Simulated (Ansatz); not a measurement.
**KMgF3 (Pm-3m): refractive index against wavelength**

The refractive index of KMgF3 (Pm-3m) below the direct gap (7.65 eV on the mesh) is read from one computed spectrum, n = √(Re ε).

Cell: a, b, c = 3.986, 3.986, 3.986 Å (primitive vectors), 5 atoms.

Method: Ansatz 0.2.0, PBE, independent particles, k-mesh 8×8×8 with interpolation inside its cells, Gaussian parameter 0.15 eV.

Launch of the response step: `ansatz run input.yaml --threads 4 --pin off --max-ram 8192MiB --backend cpu --events-out ev --progress --plain --runs-dir out`. The run took 5 s, on 4 threads of Intel(R) Xeon(R) 6975P-C (Granite Rapids) (shared host).

```
wavelength (nm)  photon energy E (eV)       n
            532                 2.331  1.4831
            450                 2.755  1.4873
            405                 3.061  1.4908
            365                 3.397  1.4952
            308                 4.025  1.5052
            266                 4.661       ?
            248                 4.999  1.5265
```

In the single-oscillator model n² − 1 = E₀E_d/(E₀² − E²), so 1/(n² − 1) = E₀/E_d − E²/(E₀E_d) is linear in E².

Working, on the rows shown:

| x = E² (eV²) | y = 1/(n² − 1) |
| --- | --- |
| 5.43137 | 0.833621 |
| 7.59115 | 0.825041 |
| 9.37179 | 0.818006 |
| 11.5384 | 0.809308 |
| 16.2043 | 0.790122 |
| 24.9936 | 0.751765 |

Means: x̄ = 12.522, ȳ = 0.80464. Σ(x − x̄)(y − ȳ) = -1.066, Σ(x − x̄)² = 254.6. Slope = -1.066 / 254.6 = -0.004186; intercept = ȳ − slope · x̄ = 0.85706. Turned back into n, the line misses the rows shown by at most 0.00048.

Q: Predict the last column of the withheld row from the fit.

A: At x = 21.725 the line gives y = 0.76612, that is 1.5183. The run gave 1.5181, so the interpolation is off by 0.00022, 0.5 % of the range in the table.

Refitted with all rows, the slope is -0.004177 and the intercept 0.85699. These give E₀ = √(intercept/−slope) = 14.32 eV and E_d = E₀/intercept = 16.7 eV; E₀ is 1.9 times the direct gap. The electronic limit at long wavelengths, without lattice vibrations, is n = √(1 + 1/intercept) = 1.472. Excitons are left out and so are local fields; PBE gaps are as a rule too small.

[Logs are printed without paths, hosts, clocks, repeated set-up lines and the standing remarks that a program may print on its own settings, such as how far it seeks lower states.]
